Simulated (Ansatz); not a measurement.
## LiTi2 (built on the sites of a database entry of Zr2Cu): phonons and vibrational spectra

Wanted: vibrations and spectra of LiTi2 (built on the sites of a database entry of Zr2Cu); the cell is already relaxed.

Program: Ansatz 0.2.0. Level of theory: DFT PBEsol, scalar-relativistic, plane waves, PAW. Results are calculated unless marked as measured.

The structure was built from a prototype and need not be the compound's stable phase.

### Step 1. Set-up

The structure is tetragonal, space group I4/mmm (No. 139). Conventional cell: a = 2.754 Å, b = 2.754 Å, c = 14.041 Å, α = 90.00°, β = 90.00°, γ = 90.00°. Nearest to Ti lie 8 Ti at 2.72 to 2.75 Å. Nearest to Li lie 4 Li at 2.75 Å. Farther neighbours are not listed.

Structure file:

```cif
data_structure
_symmetry_space_group_name_H-M 'P 1'
_symmetry_Int_Tables_number 1
_cell_length_a 7.2854
_cell_length_b 7.2854
_cell_length_c 7.2854
_cell_angle_alpha 158.210
_cell_angle_beta 158.210
_cell_angle_gamma 31.007
_cell_volume 53.24
loop_
_atom_site_label
_atom_site_type_symbol
_atom_site_fract_x
_atom_site_fract_y
_atom_site_fract_z
_atom_site_occupancy
Ti1 Ti 0.31759 0.31759 0.00000 1
Ti2 Ti 0.68241 0.68241 0.00000 1
Li3 Li 0.00000 0.00000 0.00000 1
```

### Step 2. Modes at Γ

The cell comes from relaxations at this level that are not shown. The zone centre is the only wavevector solved here; it holds the modes that light can see, as far as symmetry allows. No field response is asked, since the mesh shows no gap.

input.yaml reads:

```yaml
crystal:
  lattice:
    - [-1.37698485, 1.37698485, 7.0203421346]
    - [1.37698485, -1.37698485, 7.0203421346]
    - [1.37698485, 1.37698485, -7.0203421346]
  atoms:
    - { symbol: Ti, position: [0.3175905661, 0.3175905661, 0.0] }
    - { symbol: Ti, position: [0.6824094339, 0.6824094339, 0.0] }
    - { symbol: Li, position: [0.0, 0.0, 0.0] }
kpoints:
  mp_grid: { grid: [24, 24, 24] }
hamiltonian:
  xc: pbesol
scf:
  occupations: { method: methfessel_paxton, width: 0.2 }
output:
  eigenvalues: true
phonons:
  method: dfpt
```

Command:

```sh
ansatz run input.yaml --threads 8 --pin off --max-ram 14336MiB --backend cpu --events-out ev --progress --plain --runs-dir out
```

Numbers of over 12 decimals in the logs are rounded to 6 here.

Output:

```text
zone centre: on kpoints.mp_grid the ground state, and the responses unless they are solved on pairs of k-points, stand on 1963 of the mesh's 13824 k-points, reduced under 4 symmetry operations, with k and −k counted as one. Each operation leaves every solved displacement unchanged or reverses it
Engine: ansatz 0.2.0, aarch64-unknown-linux-gnu
Pseudopotentials: kind: paw
Pseudopotential: Ti, paw, valence charge 12, recommended cutoff 420 eV (normal), Ti.paw.azcp
Pseudopotential: Li, paw, valence charge 3, recommended cutoff 420 eV (normal), Li.paw.azcp
Functional definition: PBEsol
  exchange = pbesol_x
  correlation = pbesol_c
Crystal: 3 atoms, lattice volume = 53.245 Å³
Basis set: ecut = 420 eV, 1043 PW (Γ), exchange–correlation on 100×100×100 points (8 copies of the dense FFT grid, shifted against one another)
Bands: 18, of which v1, the nominal top of the filled ones, is band 14 counted from 1 (13 counted from 0)
Symmetry: 16 space group operations
k-points: 1963 of 13824 (irreducible under 4 space group operations, time reversal used)
Non-local potential: Ti, projectors of the file, l = 0: 3, l = 1: 2, l = 2: 3, l = 3: 1
Non-local potential: Li, projectors of the file, l = 0: 3, l = 1: 2, l = 2: 1
PAW form: soft (Blöchl's): semilocal exchange-correlation on the pseudo side does not see the compensation charge
PAW frozen core: Ti, regenerated for the run's functional, and the local potential with it (the file was generated under x = pbe(κ = 0.804, μ = 0.219515), c = pbe(β = 0.066725))
PAW one-centre angular grid: Ti, 590 points (default); XC on 64 Gauss nodes
PAW one-centre angular grid: Li, 110 points (default); XC on 64 Gauss nodes
Initial density: superposition of atomic densities (neutral atoms: chi_scale 0, normalization atom), corrected by the library's trained network
Initial wavefunctions: pseudopotential atomic-orbital guess
Functional: x = pbesol(κ = 0.804, μ = 0.123457), c = pbesol(β = 0.046)
SCF iter   1: F=—  HF=-5150.392894 eV  |F-HF|=—  |Δ(HF+E_count)|=         —  Δρ=7.06e-3  dr2=6.30e-2  ethr=1.77e-3  ⟨swp⟩=3.3  Hψ=121908  notcnv=0
preconditioner: auto → Kerker (q_TF=auto, 2.436 Å⁻¹)  [metal: Δε(μ)=0.002 eV  Ē_g=2.866 eV  σ=0.200 eV  W_gap=0.01  n_scr=12 (ndim 8)  ℏωp=15.3 eV  f_vac=0.000  D(μ)=2.09/eV (n_scr^D=20)]
SCF iter   2: F=—  HF=-5150.385554 eV  |F-HF|=—  |Δ(HF+E_count)|=   7.34e-3  S|Δr|=    0.00e0  Δρ=4.23e-3  dr2=3.34e-2  ethr=2.33e-4  ⟨swp⟩=1.0  Hψ=51038  notcnv=0
SCF iter   3: F=—  HF=-5150.379270 eV  |F-HF|=—  |Δ(HF+E_count)|=   6.28e-3  S|Δr|=    0.00e0  Δρ=7.23e-4  dr2=1.14e-3  ethr=1.24e-4  ⟨swp⟩=2.0  Hψ=41690  notcnv=0
SCF iter   4: F=—  HF=-5150.379051 eV  |F-HF|=—  |Δ(HF+E_count)|=   2.19e-4  S|Δr|=    0.00e0  Δρ=2.57e-4  dr2=6.26e-5  ethr=4.20e-6  ⟨swp⟩=1.8  Hψ=40370  notcnv=0
SCF iter   5: F=—  HF=-5150.379038 eV  |F-HF|=—  |Δ(HF+E_count)|=   1.33e-5  S|Δr|=    0.00e0  Δρ=7.15e-5  dr2=3.84e-6  ethr=2.32e-7  ⟨swp⟩=2.0  Hψ=43408  notcnv=0
SCF iter   6: F=—  HF=-5150.379041 eV  |F-HF|=—  |Δ(HF+E_count)|=   2.92e-6  S|Δr|=    0.00e0  Δρ=1.96e-5  dr2=2.44e-7  ethr=1.42e-8  ⟨swp⟩=2.8  Hψ=58658  notcnv=0
SCF iter   7: F=—  HF=-5150.379077 eV  |F-HF|=—  |Δ(HF+E_count)|=   3.67e-5  S|Δr|=    0.00e0  Δρ=4.37e-6  dr2=1.37e-8  ethr=9.02e-10  ⟨swp⟩=2.1  Hψ=57699  notcnv=0
SCF iter   8: F=—  HF=-5150.379077 eV  |F-HF|=—  |Δ(HF+E_count)|=   1.26e-9  S|Δr|=    0.00e0  Δρ=1.13e-6  dr2=8.18e-10  ethr=5.08e-11  ⟨swp⟩=2.1  Hψ=42201  notcnv=0
SCF iter   9: F=—  HF=-5150.379077 eV  |F-HF|=—  |Δ(HF+E_count)|=  9.28e-11  S|Δr|=    0.00e0  Δρ=3.53e-7  dr2=6.91e-11  ethr=3.03e-12  ⟨swp⟩=2.7  Hψ=56495  notcnv=0
SCF iter  10: F=-5150.379077 eV  HF=-5150.379077 eV  |F-HF|=9.09e-13  |Δ(HF+E_count)|=  1.64e-11  S|Δr|=    0.00e0  Δρ=9.84e-8  dr2=4.52e-12  ethr=1.00e-12  ⟨swp⟩=4.9  Hψ=130825  notcnv=0
SCF 1 converged in 10 iterations: F = -5150.379077 eV  dr2 = 4.52e-12
  greatest PAW one-centre occupation: 1.000 electrons in one spin orbital (limit 2), on the Li atom at site 2 (counted from 0), in its partial waves of l = 0
DFPT response loops at Γ: preconditioner auto → Kerker (q_TF=auto, 2.436 Å⁻¹) (partly filled bands, converged f_vac=0.000); β = 1.00, the filter's whole step (`scf.mixing.beta` (0.50) is not read by the response loops under this deck's `scf.mixing.preconditioner`; to damp them name `kerker` or `kerker_dos`, under which they read `scf.mixing.beta`, and type it under 1.00, their step now; both keys bind the ground state too); Broyden in place of MSR1
SCF converged after 10 iterations
Stability not checked: this state was not tested for a lower state beside it, because cold or Methfessel-Paxton smearing, or corrected tetrahedra, fill the levels in a way that the test cannot read (fill_not_monotonic; see scf.lower_state_search)
Free energy (F): -5150.379077 eV
Harris-Foulkes:  -5150.379077 eV  (|F-HF|=9.09e-13)
Internal energy: -5150.381850 eV  (E = F + TS)
E sigma→0 (E₀):  -5150.379770 eV
Entropy (-TS):   0.002772 eV (0.924 meV/atom)
Fermi energy:    8.882370 eV
--- Per-component energies (eV) ---
  E_band       = -480.061718
  E_kinetic    = 568.206757
  E_local      = -2936.832855  (includes V_loc(G=0)·N_el)
  E_nonlocal   = -13.130713
  E_hartree    = 1255.989548
  E_xc         = -203.600660
  E_vxc        = -256.232308  (∫ρ·V_xc dr)
  E_paw        = -2065.436584  (= ΣΔE_a)
  E_vpaw       = -354.051947  (= ΣTr[D̂ρ^β])
  E_aug_tail   = 0.000236  (compensation charges beyond the density's cutoff)
  E_ewald      = -1755.856348
  E_core_change = 0.278769  (= ΣΔE_core)
  E_smearing   = 0.002772  (= −TS)
  E_closure    = 0.000000  (closes the sum)
  Σ components = -5150.379077   (vs F -5150.379077, Δ=0.00e0)
--- Band table (eV; the first three rows and the last of 1963) ---
  k-point 0: bands = [... 10 lower, 5.6741, 7.2039, 7.2915, 8.2580, 8.9706, 10.5552, 10.5552, 11.3385]
  k-point 1: bands = [... 10 lower, 5.7455, 7.2379, 7.3347, 8.2759, 9.0068, 10.5110, 10.6006, 11.2269]
  k-point 2: bands = [... 10 lower, 5.9550, 7.3361, 7.4615, 8.3301, 9.1138, 10.3862, 10.7240, 10.9538]
  k-point 1962: bands = [... 10 lower, 5.1007, 6.9641, 7.2893, 8.9747, 9.2392, 10.5450, 10.5450, 11.4237]
--- Phonons (Γ-DFPT): 4 representative perturbations + reference, on 1963 of 13824 k-points (Σ response iterations 13) ---
  k mesh reduced under 4 symmetry operations, with k and −k counted as one. Each operation leaves every solved displacement unchanged or reverses it
  ASR residual: 1.778e-5 → 0.000e0 eV/Å²; symmetrization residual: 5.853e-7 eV/Å²
  ASR residual per site (eV/Å²): 5.82e-6 5.82e-6 1.78e-5
  Γ frequencies (cm⁻¹): 0.00 0.00 0.00 149.65 149.65 200.22 200.22 289.30 317.34
  non-analytic LO–TO correction: not included (Born effective charges unavailable; polar crystals: no LO–TO splitting at Γ)
```

It took 5.3 min on 8 threads of Arm Neoverse V2, shared host; peak memory 6.3 GiB.

The column dr2 measures how far the density is from self-consistency, as an energy; F and HF (Harris–Foulkes) agree once it is small.

Numbers from this step:

* volume per atom: 17.75 Å³
* gap on the k-mesh: 0 eV
* sum-rule residual before enforcement: 1.78e-5 eV/Å²
* point group: 4/mmm
* highest optical mode at the zone centre (no LO-TO term): 317.3 cm⁻¹
* lowest optical zone-centre mode: 149.7 cm⁻¹

Patterns of degenerate modes are one choice out of their space. The modes at Γ (shares of kinetic energy by element, %):

```tsv
mode	frequency (cm⁻¹)	symmetry	Ti %	Li %
1	0.0	acoustic	93	7
2	0.0	acoustic	93	7
3	0.0	acoustic	93	7
4	149.7	Eu	7	93
5	149.7	Eu	7	93
6	200.2	Eg	100	0
7	200.2	Eg	100	0
8	289.3	A1g	100	0
9	317.3	A2u	7	93
```

Displacements in mode 4 (149.7 cm⁻¹), the largest set to 1:
```
Ti1  0.00 -0.07  0.00
Ti2  0.00 -0.07  0.00
Li3  0.00  1.00  0.00
```

Displacements in mode 9 (317.3 cm⁻¹), the largest set to 1:
```
Ti1  0.00  0.00 -0.07
Ti2  0.00  0.00 -0.07
Li3  0.00  0.00  1.00
```

Before it was imposed, the acoustic sum rule was missed by 1.8e-5 eV/Å². Small misses are needed for a sound result but don't prove that mesh and cutoff are converged. The lowest optical mode is real, 150 cm⁻¹.

### Step 3. Isotope substitution, element Li, natural mass 6.94 amu

An isotope changes the mass and not the force constants, so no new electronic calculation is needed; the shifts show which modes move this element.

The same force constants with the mass of Li changed from 6.940 to 6.015 u (phonopy, no LO-TO term). Both lists are sorted by frequency; levels can cross, so a row need not hold one and the same mode. Modes under 3 cm⁻¹ are left out. Isotope shifts, by row:

```tsv
q	rank	natural mass (cm⁻¹)	changed mass (cm⁻¹)
0 0 0	4	149.7	160
0 0 0	5	149.7	160
0 0 0	6	200.2	200.2
0 0 0	7	200.2	200.2
0 0 0	8	289.3	289.3
0 0 0	9	317.3	339.3
```

A mode of this element alone would shift by +7.41 %. The highest zone-centre frequency without the field goes from 317.3 to 339.3 cm⁻¹ (+6.9 %). The product of the frequency ratios over all optical modes at Γ is 1.223; the product rule, (m/m′)^(3k/2) (M′/M)^(3/2) with k = 1 such atoms and M the mass of the cell, gives 1.223.

### Step 4. Another isotope, element Ti, natural mass 47.867 amu

The same for Ti, from 47.87 to 49.94 u.

A mode of this element alone would shift by -2.10 %. The highest zone-centre frequency without the field goes from 317.3 to 316.9 cm⁻¹ (-0.1 %). The product of the frequency ratios over all optical modes at Γ is 0.934; the product rule, (m/m′)^(3k/2) (M′/M)^(3/2) with k = 2 such atoms and M the mass of the cell, gives 0.934.

### Step 5. Outcome

```yaml
space_group_within_0p01_a: I4/mmm
volume_per_atom: 17.7 Å³
electronic_character: no gap on this mesh
highest_optical_mode_at_the_zone_centre_no_lo_to_term: 317 cm⁻¹
lowest_optical_zone_centre_mode: 150 cm⁻¹
imaginary_modes_at_gamma_the_only_wavevector_solved: none
```

**Reading.** The structure is stable against zone-centre distortions, since no mode there is imaginary; other wavevectors were not solved, so zone-boundary instabilities are untested. The optical modes at Γ span 150 to 317 cm⁻¹. No dispersion was computed. The highest mode in this list at Γ, 317.3 cm⁻¹, is mostly motion of Li (93 % of the kinetic energy). With no gap, or one that is small against the smearing, the frequencies hang on the k mesh and the smearing, most of all near Kohn anomalies. The phonon runs are without spin polarisation, although the cell has an odd electron count. The starting cell was built on a prototype and not taken from a measurement, so the phase need not exist. These are harmonic frequencies at zero temperature: anharmonic shifts, linewidths and thermal expansion are left out.

[Logs are printed without paths, hosts, clocks, repeated set-up lines and the standing remarks that a program may print on its own settings, such as how far it seeks lower states.]

[Hosts, paths, dates, database ids (printed as entryN), source tags and the programs' standing remarks are cut or masked in the printed files.]
